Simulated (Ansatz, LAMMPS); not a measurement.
# Force difference against the spacing of support functions in glassy 62P2O5-14Al2O3-24BaO (mol %) (160 atoms)

Density of this cell: 2.88 g/cm³. The cell holds 160 atoms: 36 P, 8 Al, 7 Ba and 109 O. Its edges and angles: a = 13.256 Å, b = 13.256 Å, c = 13.256 Å, α = 90.0°, β = 90.0°, γ = 90.0°. 160 atoms (36 P, 8 Al, 7 Ba, 109 O) placed at random at 2.92 g/cm³, melted at 4000 K for 10 ps at fixed volume with the Morse and Coulomb pair potential with partial charges (Pedone, Malavasi, Menziani, Cormack and Segre, J. Phys. Chem. B 110, 11780 (2006)). Quenched from 4000 K to 300 K at 30 K/ps and fixed volume, held 10 ps at zero pressure.

Calculated with Ansatz 0.2.0: Kohn-Sham DFT, PBE, PAW (set soft_2), localised support functions (medium), with the spacing typed; the reference is Kohn-Sham DFT, PBE, PAW (set soft_2), plane waves, cutoff 420 eV, Γ point, fixed occupations, with an r.m.s. force component of 1.48 eV/Å.

```
spacing (Å)  r.m.s. force difference (meV/Å)     time
      0.211                            1.133  2.1 min
      0.238                                ?        ?
      0.275                            7.312     85 s
       0.33                            30.02     81 s
```

**Question.** Fit a power law of the spacing to the rows given and interpolate to the withheld row.

Worked fit:

A power law y = A x^b is a line in u = ln x and v = ln y.

| u = ln x | v = ln y |
| --- | --- |
| -1.55590 | 0.124869 |
| -1.29098 | 1.98952 |
| -1.10866 | 3.40196 |

With n = 3: mean u = -1.31851, mean v = 1.83878, Σ(u − ū)² = 0.10115, Σ(u − ū)(v − v̄) = 0.73904. Slope b = 0.73904 / 0.10115 = 7.3066; intercept a = v̄ − b ū = 11.473.

At the withheld row u = -1.435, v = a + b u = 0.9841, and y = exp(v).

Prediction at 0.238: 2.675 meV/Å. The run gave 1.709 meV/Å, so the fit is high by 0.97 meV/Å (57 % of the value).

The fitted exponent is 7.3. Between neighbouring rows, the withheld one included, the exponents are 3.4, 10 and 7.7, so one power law doesn't hold over the range. Among the rows given, the largest relative miss of the fit is at 0.275, by 0.38 meV/Å (5.2 %).

Limits: The difference holds the reference's own basis error, which sets a floor under it.

[Logs are printed without paths, hosts, clocks, repeated set-up lines and the standing remarks that a program may print on its own settings, such as how far it seeks lower states.]

[Hosts, paths, dates, database ids (printed as entryN), source tags and the programs' standing remarks are cut or masked in the printed files.]
